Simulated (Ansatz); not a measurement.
## P6_3/mmc (COD entry) Sr2MgAl3, size series (48 atoms): a reference run and its variants

The cell holds 48 atoms: 16 Sr, 8 Mg and 24 Al. Its edges and angles: a = 12.740 Å, b = 12.740 Å, c = 10.140 Å, α = 90.0°, β = 90.0°, γ = 120.0°. It derives from Sr2MgAl3 (P6_3/mmc, COD entry), repeated 2×2×1. P6_3/mmc (COD entry) Sr2MgAl3 (cell 6.37, 6.37, 10.14, 90, 90, 120), 2 x 2 x 1 conventional cells; every coordinate displaced by a Gaussian of 0.08 Å.

Geometry: as built.

Reference run: Kohn-Sham DFT, PBE, PAW (set soft_2), plane waves (Ansatz 0.2.0), cutoff 750 eV, k-mesh 2×2×2, methfessel-paxton smearing of 0.15 eV.

* r.m.s. force component: 0.2104 eV/Å
* spacing of highest filled and lowest empty level: 0.0432 eV
* SCF cycles: 8
* time: 1.7 min on 4 threads of Arm Neoverse V2, shared host

Variants, in no order:
A. support functions medium, spacing 0.444 Å
B. support functions medium, spacing 0.321 Å
C. support functions medium, spacing 0.37 Å
D. support functions medium, spacing 0.197 Å
E. support functions high

Q: Order the variants from the smallest to the largest r.m.s. change of the forces.

E, D, B, C, A.

```
                                     variant  Δ force, r.m.s. (meV/Å)  share of r.m.s. force (%)  time over the reference's
                   E. support functions high                    0.054                     0.0258                        1.5
D. support functions medium, spacing 0.197 Å                    0.224                      0.106                       0.86
B. support functions medium, spacing 0.321 Å                     2.31                       1.10                       0.47
 C. support functions medium, spacing 0.37 Å                     52.7                       25.0                       0.32
A. support functions medium, spacing 0.444 Å                     1600                        760                       0.29
```

[Logs are printed without paths, hosts, clocks, repeated set-up lines and the standing remarks that a program may print on its own settings, such as how far it seeks lower states.]

[Hosts, paths, dates, database ids (printed as entryN), source tags and the programs' standing remarks are cut or masked in the printed files.]
